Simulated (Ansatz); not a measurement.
## From HSE06 to G0W0: TiO2 (C2/c)

Wanted: the gap of TiO2 (C2/c) with a many-body correction, and the time that it takes.

Calculated with Ansatz 0.2.0; HSE06, then G0W0 on it, plane waves, PAW.

## (1) Set-up

Symmetry: C2/c, No. 15, monoclinic system. Conventional cell: a = 5.412 Å, b = 5.413 Å, c = 5.472 Å, α = 90.00°, β = 118.77°, γ = 90.00°. Nearest to Ti lie 6 O at 1.93 to 2.00 Å. Nearest to O lie 3 Ti at 1.93 to 2.00 Å. Farther neighbours and most contacts between anions are not listed.

Coordinates:

```cif
data_structure
_symmetry_space_group_name_H-M 'C2/c'
_symmetry_Int_Tables_number 15
_cell_length_a 5.4121
_cell_length_b 5.4133
_cell_length_c 5.4720
_cell_angle_alpha 90.000
_cell_angle_beta 118.768
_cell_angle_gamma 90.000
_cell_volume 140.53
loop_
_atom_site_label
_atom_site_type_symbol
_atom_site_symmetry_multiplicity
_atom_site_Wyckoff_symbol
_atom_site_fract_x
_atom_site_fract_y
_atom_site_fract_z
_atom_site_occupancy
Ti1 Ti 4 e 0.50000 0.36589 0.25000 1
O1 O 8 f 0.20999 0.87877 0.66715 1
```

The cell and positions are those that the Materials Project relaxed with its own functionals (PBE, PBE+U or r2SCAN), kept fixed. This is not the form that TiO2 usually takes at ambient conditions.

The logs state that the PAW files were generated under PBE.

## (2) HSE06 levels on the mesh and at listed points

HSE06 mixes in a quarter of exact exchange at short range.

This step: DFT, HSE06, plane waves, PAW; PAW set soft_1.

Contents of input.yaml:

```yaml
crystal:
  lattice:
    - [2.706034, -2.706655, 0.0]
    - [2.706034, 2.706655, 0.0]
    - [-2.633531, 0.0, 4.796637]
  atoms:
    - { symbol: Ti, position: [0.13411, 0.86589, 0.25] }
    - { symbol: Ti, position: [0.86589, 0.13411, 0.75] }
    - { symbol: O, position: [0.331221, 0.088755, 0.667149] }
    - { symbol: O, position: [0.668779, 0.911245, 0.332851] }
    - { symbol: O, position: [0.911245, 0.668779, 0.832851] }
    - { symbol: O, position: [0.088755, 0.331221, 0.167149] }
kpoints:
  mp_grid: { grid: [4, 4, 4] }
  band_path:
    path:
      - [0.0, 0.0, 0.0]
      - [0.0, 0.0, 0.5]
      - [-0.42056841, 0.42056841, 0.5]
      - [-0.57943159, -0.42056841, 0.5]
      - [-0.5, -0.5, 0.5]
      - [-0.5, 0.5, 0.0]
      - [-0.5, 0.0, 0.5]
      - [-0.5, 0.0, 0.0]
      - [-0.45, 0.45, 0.0]
      - [0.0, 0.0, 0.25]
    npoints: 1
hamiltonian:
  xc: hse06
  pseudopotentials: { kind: paw, azcp: { folder: soft_1 } }
scf:
  occupations: { method: fixed }
  n_extra_bands: 6
output:
  eigenvalues: true
  write_density: true
  write_potential: true
  elf: true
  volumetric_format: npy
```

Command:

```sh
> ansatz run input.yaml --threads 3 --pin off --max-ram 92160MiB --backend cuda --events-out ev --progress --plain --runs-dir out --devices 1 --max-vram 13GiB
```

Numbers of over 12 decimals in the logs are rounded to 6 here.

The program printed:

```text
scf.n_extra_bands = 6 over 24 filled bands (N_el = 48.0): the run solves 30 bands
GPUs: using 1 of 1 available (devices: 1).
Engine: ansatz 0.2.0, x86_64-unknown-linux-gnu
Pseudopotentials: kind: paw
Pseudopotential: Ti, paw, valence charge 12, recommended cutoff 420 eV (normal), soft_1/Ti.paw.azcp
Pseudopotential: O, paw, valence charge 6, recommended cutoff 420 eV (normal), soft_1/O.paw.azcp
Functional definition: HSE06
  parameter a = 0.25
  parameter omega = 0.11/bohr
  exchange = pbe_x - a*pbe_x_sr(omega) + a*exact_x_sr(omega)
  correlation = pbe_c
davidson cushion auto → on  (no smearing: the cushion is to keep the highest requested band from converging to the state above it; pin scf.eigensolver.cushion to override)
device memory: the entry about to start is reckoned to put 0.9 GiB on a device that reports 52.3 GiB free (of which the cap on the GPU budget leaves the run 13.0 GiB)
GPU FFT provider: cuFFT
GPU libraries: cuBLAS 13.8.2, cuFFT 12.4.0, cuSOLVER 12.3.4
Crystal: 6 atoms, lattice volume = 70.264 Å³
Basis set: ecut = 420 eV, 1363 PW (Γ)
Bands: 30, of which v1, the nominal top of the filled ones, is band 24 counted from 1 (23 counted from 0)
Symmetry: 4 space group operations
Space group: C2/c (ITA 15), of the structure as read, at distance tolerance 4.1e-5 Å
k-points: 24 of 64
Non-local potential: Ti, projectors of the file, l = 0: 3, l = 1: 2, l = 2: 3, l = 3: 1
Non-local potential: O, projectors of the file, l = 0: 2, l = 1: 2, l = 2: 1
PAW form: soft (Blöchl's): semilocal exchange-correlation on the pseudo side does not see the compensation charge
PAW frozen core: Ti, regenerated for the run's functional, and the local potential with it (the file was generated under x = pbe(κ = 0.804, μ = 0.219515), c = pbe(β = 0.066725))
PAW frozen core: O, regenerated for the run's functional, and the local potential with it (the file was generated under x = pbe(κ = 0.804, μ = 0.219515), c = pbe(β = 0.066725))
PAW one-centre angular grid: Ti, 590 points (default); XC on 64 Gauss nodes
PAW one-centre angular grid: O, 110 points (default); XC on 96 Gauss nodes
Initial density: superposition of atomic densities (chi_scale 0.1, normalization cell, long waves kept (reshape's long-wave potential 0.00 eV rms))
Initial wavefunctions: pseudopotential atomic-orbital guess
GPU buffer pool allocated for 29160 grid points (all kernels)
GPU transforms: local potential and band sums: pruned to the plane-wave sphere, on 25×25×40
Functional: x = pbe(κ = 0.804, μ = 0.219515), c = pbe(β = 0.066725), warm-up for x = pbe(κ = 0.804, μ = 0.219515) + 0.25 (exact − pbe) at short range (hse, ω = 0.207870 Å⁻¹), c = pbe(β = 0.066725); HSE06 as pw.x's `hse` composes it (authors' and Libxc's form: `xc: wpbeh`)
SCF iter   1: F=—  HF=-7277.728271 eV  |F-HF|=—  |Δ(HF+E_count)|=         —  Δρ=5.90e-2  dr2=2.67e0  ethr=1.00e-1  ⟨swp⟩=3.3  Hψ=2120  notcnv=0
preconditioner: auto → none  [insulator: Δε(μ)=2.273 eV  Ē_g=9.622 eV  n_scr=18 (ndim 8)  ℏωp=25.1 eV  f_vac=0.000]
SCF iter   2: F=—  HF=-7277.740621 eV  |F-HF|=—  |Δ(HF+E_count)|=   1.24e-2  Δρ=6.09e-2  dr2=2.11e0  ethr=5.56e-3  ⟨swp⟩=3.5  Hψ=2094  notcnv=0
SCF iter   3: F=—  HF=-7277.596738 eV  |F-HF|=—  |Δ(HF+E_count)|=   1.44e-1  Δρ=3.49e-2  dr2=9.42e-1  ethr=4.39e-3  ⟨swp⟩=3.2  Hψ=1781  notcnv=0
SCF iter   4: F=—  HF=-7277.521431 eV  |F-HF|=—  |Δ(HF+E_count)|=   7.53e-2  Δρ=1.83e-2  dr2=2.63e-1  ethr=1.96e-3  ⟨swp⟩=2.0  Hψ=1584  notcnv=0
iter 5 solved again at ethr=1.91e-5 eV; its pass at ethr=5.48e-4 eV (dr2=9.15e-3 eV) is discarded
SCF iter   5: F=—  HF=-7277.502222 eV  |F-HF|=—  |Δ(HF+E_count)|=   1.92e-2  Δρ=3.58e-3  dr2=9.13e-3  ethr=1.91e-5  ⟨swp⟩=2.2  Hψ=3320  notcnv=0
SCF iter   6: F=-7277.502477 eV  HF=-7277.502512 eV  |F-HF|=3.50e-5  |Δ(HF+E_count)|=   2.90e-4  Δρ=5.69e-4  dr2=2.11e-4  ethr=1.90e-5  ⟨swp⟩=2.7  Hψ=1613  notcnv=0
SCF 1 stopped early in 6 iterations: F = -7277.502477 eV  dr2 = 2.11e-4
  greatest PAW one-centre occupation: 0.999 electrons in one spin orbital (limit 2), on the Ti atom at site 1 (counted from 0), in its partial waves of l = 0
device memory: the entry about to start is reckoned to put 1.4 GiB (of the 1.5 GiB reckoned in all, the device holds 0.1 GiB already) on a device that reports 56.2 GiB free (of which the cap on the GPU budget leaves the run 12.9 GiB)
GPU FFT provider: cuFFT
GPU libraries: cuBLAS 13.8.2, cuFFT 12.4.0, cuSOLVER 12.3.4
Initial density: handed on by an earlier stage of this run
Initial wavefunctions: those handed on with the density
GPU buffer pool allocated for 29160 grid points (all kernels)
GPU transforms: local potential and band sums: pruned to the plane-wave sphere, on 25×25×40
Functional: x = pbe(κ = 0.804, μ = 0.219515) + 0.25 (exact − pbe) at short range (hse, ω = 0.207870 Å⁻¹), c = pbe(β = 0.066725); HSE06 as pw.x's `hse` composes it (authors' and Libxc's form: `xc: wpbeh`)
Exchange kernel: α = 0.2500, screened, ω = 0.2079 Å⁻¹, Wigner–Seitz truncation, v(0) = 1035.3012 eV·Å³, q-mesh 4×4×4, nearest image of the exchange supercell L = 15.31 Å, pair-density grid 18×18×24, without the augmentation charges, whose exchange is taken in its separable form by FFT convolution over the k-point mesh (sized by the pseudopotential files, 24×24×36 at the most), smooth part of the exact exchange by density-matrix convolution in up to 2.18 GiB of GPU memory as planned if the GPU has room (build and FFT work areas not counted)
Frozen-core exchange: fock
SCF iter   1: F=—  HF=-7276.187455 eV  |F-HF|=—  |Δ(HF+E_count)|=         —  Δρ=3.42e-2  dr2=1.15e0  ethr=4.39e-6  ⟨swp⟩=7.0  Hψ=3942  notcnv=0
preconditioner: auto → none  [insulator: Δε(μ)=4.374 eV  Ē_g=12.421 eV  n_scr=18 (ndim 8)  ℏωp=25.1 eV  f_vac=0.105]
SCF iter   2: F=—  HF=-7275.892290 eV  |F-HF|=—  |Δ(HF+E_count)|=   2.95e-1  Δρ=9.29e-3  dr2=7.92e-2  ethr=4.39e-6  ⟨swp⟩=5.6  Hψ=3175  notcnv=0
SCF iter   3: F=—  HF=-7275.920778 eV  |F-HF|=—  |Δ(HF+E_count)|=   2.85e-2  Δρ=2.27e-3  dr2=4.83e-3  ethr=4.39e-6  ⟨swp⟩=5.0  Hψ=2952  notcnv=0
[...]
SCF iter   6: F=-7275.920872 eV  HF=-7275.920872 eV  |F-HF|=1.69e-7  |Δ(HF+E_count)|=   7.65e-6  Δρ=2.19e-5  dr2=2.93e-5  ethr=1.07e-7  ⟨swp⟩=3.6  Hψ=2011  notcnv=0
SCF 2 stopped early in 6 iterations: F = -7275.920872 eV  dr2 = 2.93e-5
hybrid outer 1: dexx = +5.442e-2 eV, tail = 2.40e-4 eV
GPU FFT provider: cuFFT
GPU libraries: cuBLAS 13.8.2, cuFFT 12.4.0, cuSOLVER 12.3.4
GPU buffer pool allocated for 29160 grid points (all kernels)
GPU transforms: local potential and band sums: pruned to the plane-wave sphere, on 25×25×40
Exchange kernel: α = 0.2500, screened, ω = 0.2079 Å⁻¹, Wigner–Seitz truncation, v(0) = 1035.3012 eV·Å³, q-mesh 4×4×4, nearest image of the exchange supercell L = 15.31 Å, pair-density grid 18×18×24, without the augmentation charges, whose exchange is taken in its separable form by FFT convolution over the k-point mesh (sized by the pseudopotential files, 24×24×36 at the most), smooth part of the exact exchange by density-matrix convolution in up to 2.18 GiB of GPU memory as planned if the GPU has room (build and FFT work areas not counted)
Frozen-core exchange: fock
SCF iter   1: F=—  HF=-7275.920219 eV  |F-HF|=—  |Δ(HF+E_count)|=         —  Δρ=5.49e-4  dr2=2.20e-4  ethr=2.50e-6  ⟨swp⟩=2.9  Hψ=1713  notcnv=0
preconditioner: auto → none  [insulator: Δε(μ)=3.533 eV  Ē_g=11.645 eV  n_scr=18 (ndim 8)  ℏωp=25.1 eV  f_vac=0.109]
iter 2 solved again at ethr=3.52e-8 eV; its pass at ethr=4.50e-7 eV (dr2=1.69e-5 eV) is discarded
SCF iter   2: F=—  HF=-7275.920172 eV  |F-HF|=—  |Δ(HF+E_count)|=   4.64e-5  Δρ=1.38e-4  dr2=2.02e-5  ethr=3.52e-8  ⟨swp⟩=3.0  Hψ=3273  notcnv=0
SCF iter   3: F=—  HF=-7275.920172 eV  |F-HF|=—  |Δ(HF+E_count)|=   3.82e-7  Δρ=1.34e-4  dr2=1.88e-5  ethr=3.35e-8  ⟨swp⟩=4.0  Hψ=2238  notcnv=0
SCF iter   4: F=—  HF=-7275.920170 eV  |F-HF|=—  |Δ(HF+E_count)|=   2.79e-6  Δρ=6.74e-5  dr2=4.95e-6  ethr=3.06e-8  ⟨swp⟩=2.0  Hψ=1584  notcnv=0
SCF iter   5: F=—  HF=-7275.920179 eV  |F-HF|=—  |Δ(HF+E_count)|=   8.92e-6  Δρ=4.14e-5  dr2=1.52e-6  ethr=7.68e-9  ⟨swp⟩=4.1  Hψ=2057  notcnv=0
SCF iter   6: F=—  HF=-7275.920178 eV  |F-HF|=—  |Δ(HF+E_count)|=   3.07e-7  Δρ=1.30e-5  dr2=2.77e-7  ethr=2.79e-9  ⟨swp⟩=2.0  Hψ=1584  notcnv=0
SCF iter   7: F=—  HF=-7275.920179 eV  |F-HF|=—  |Δ(HF+E_count)|=   1.01e-6  Δρ=3.20e-5  dr2=7.65e-7  ethr=2.71e-10  ⟨swp⟩=4.9  Hψ=2238  notcnv=0  defer=2
SCF iter   8: F=-7275.920179 eV  HF=-7275.920179 eV  |F-HF|=3.61e-9  |Δ(HF+E_count)|=   1.85e-7  Δρ=2.56e-6  dr2=6.55e-9  ethr=2.71e-10  ⟨swp⟩=4.0  Hψ=2254  notcnv=0
SCF 3 converged in 8 iterations: F = -7275.920179 eV  dr2 = 6.55e-9
hybrid outer 2: dexx = +1.152e-5 eV, tail = 7.81e-8 eV, Δε = 9.95e-3 eV (about 1.98e-4 eV left of the loop's levels)
device memory: the entry about to start is reckoned to put 0.4 GiB on a device that reports 55.8 GiB free (of which the cap on the GPU budget leaves the run 13.0 GiB)
NSCF: frozen V_eff on 10 k-points
hybrid SCF converged: 2 outer / 14 inner (+6 warm-up), last move |dexx| = 1.15e-5 eV, tail = 7.81e-8 eV
Stability not checked: this state was not tested for a lower state beside it, because the functional holds exact exchange (a hybrid, or Hartree-Fock), whose exchange loop this test does not read (fock_operator; see scf.lower_state_search)
Free energy (F): -7275.920178 eV
Frozen-core exchange: fock
Harris-Foulkes:  -7275.920178 eV  (|F-HF|=3.61e-9)
Internal energy: -7275.920178 eV  (E = F + TS)
E sigma→0 (E₀):  -7275.920178 eV
Fermi energy:    5.854067 eV
--- Per-component energies (eV) ---
  E_band       = -592.992799
  E_kinetic    = 1230.920120
  E_local      = -3696.329057  (includes V_loc(G=0)·N_el)
  E_nonlocal   = 311.364424
  E_hartree    = 1414.926976
  E_xc         = -417.655696
  E_vxc        = -524.016558  (∫ρ·V_xc dr)
  E_exx        = -156.615468  (= α·E_x^exact, valence–valence)
  E_paw        = -2672.010220  (= ΣΔE_a)
  E_vpaw       = -431.557196  (= ΣTr[D̂ρ^β])
  E_aug_tail   = 0.002921  (compensation charges beyond the density's cutoff)
  E_ewald      = -3290.073663
  E_core_change = -0.450515  (= ΣΔE_core)
  E_smearing   = -0.000000  (= −TS)
  E_closure    = -0.000000  (closes the sum)
  Σ components = -7275.920178   (vs F -7275.920178, Δ=0.00e0)
--- Band table (eV; the first three rows and the last of 24) ---
  k-point 0: bands = [... 20 lower, 5.0598, 5.0821, 5.3904, 5.3958, 9.3981, 10.2239, 11.3285, 11.3394, ... 2 higher]
  k-point 1: bands = [... 20 lower, 4.7193, 4.7334, 5.6176, 5.6201, 9.5116, 10.0948, 11.2397, 11.2529, ... 2 higher]
  k-point 2: bands = [... 20 lower, 4.4770, 4.4770, 5.7265, 5.7265, 9.7955, 9.7955, 11.2180, 11.2180, ... 2 higher]
  k-point 23: bands = [... 20 lower, 3.7014, 3.7014, 5.8272, 5.8272, 10.7331, 10.7331, 11.1996, 11.1996, ... 2 higher]
```

Run time: 25 s. Hardware: 1 × NVIDIA H100 80GB HBM3 (shared by 6 runs) with 3 threads of AMD EPYC 7R13 (Zen 3), shared host; peak memory 1.3 GiB.

Numbers from this step:

- gap: 3.507 eV
- valence top at: k = (-0.450, 0.450, 0.000)
- conduction bottom at: Γ
- least direct gap: 3.892 eV
- exact-exchange fraction: 0.25

Over mesh and listed points the gap is 3.507 eV, from k = (-0.450, 0.450, 0.000) to k = Γ. The least direct gap found is 3.892 eV, at k = (0.000, 0.000, 0.250). On the 4×4×4 mesh alone the same run gives 3.544 eV, so that mesh misses an edge of HSE06: 3.544 − 3.507 = +0.037 eV.

Electrostatic potential energy in the ac plane of the conventional cell at fractional y = 0.121, with atoms of Ti and O within 0.2 Å of it. With pseudopotentials it is smooth inside the atoms' cores, unlike the true potential.

Ten even steps from '0' (-37 eV) to '9' (14 eV), each cell a mean:
```
766889999999998
223789999999975
002799999999841
004899999998610
026999999998410
368999999998521
789999999998766
999999999998768
999999999984227
999999999851028
998547988830169
983016889854699
951027999999999
941269999999999
876799999999999
```
Columns run along a (5.4 Å; values clipped at the 3rd and 97th percentile), rows up along c (5.5 Å), edges of the conventional cell, whose origin can differ from the input's. Atoms in or near the plane, at fractional coordinates: Ti at (0.00, 0.75), O at (0.79, 0.33), O at (0.21, 0.17).

Valence density in the ac plane of the conventional cell at fractional y = 0.121, with atoms of Ti and O within 0.2 Å of it. It is the smooth field of the valence electrons, not physical close to the nuclei.

Ten even steps from '0' (0 e/Å³) to '9' (11 e/Å³), each cell a mean:
```
000000000000000
120000000000000
751000000000003
951000000000028
610000000000037
100000000000012
000000000000000
000000000000010
000000000002320
000000000015630
000110000025410
002541000012100
015630000000000
013310000000000
001000000000000
```
Columns run along a (5.4 Å), rows up along c (5.5 Å), edges of the conventional cell, whose origin can differ from the input's. Atoms in or near the plane, at fractional coordinates: Ti at (0.00, 0.75), O at (0.79, 0.33), O at (0.21, 0.17).

(Part 1 of 2 ends here.)

[Paths, hosts, dates, memory and timing lines, banners, echoed tables and standing remarks are left out of the program output.]

[Logs are printed without paths, hosts, clocks, repeated set-up lines and the standing remarks that a program may print on its own settings, such as how far it seeks lower states.]

[Runs of the session that timed out or met a known fault of the program may be left out.]

[Cells called generated may have been cut or substituted from an entry of the Crystallography Open Database or the Materials Project.]

[Hosts, paths, dates, database ids (printed as entryN), source tags and the programs' standing remarks are cut or masked in the printed files.]

[Where an RPA ε∞ is given, it is that of the G0W0 mesh and is not shown converged in it. Names of k-points follow the symmetry that the program found, which can be lower than the space group named. Band edges on a path are those of the sampled points; other points can move an edge, and change direct to indirect where valleys lie close.]

[Hybrid gaps are those of their k-mesh and are not shown converged in it.]
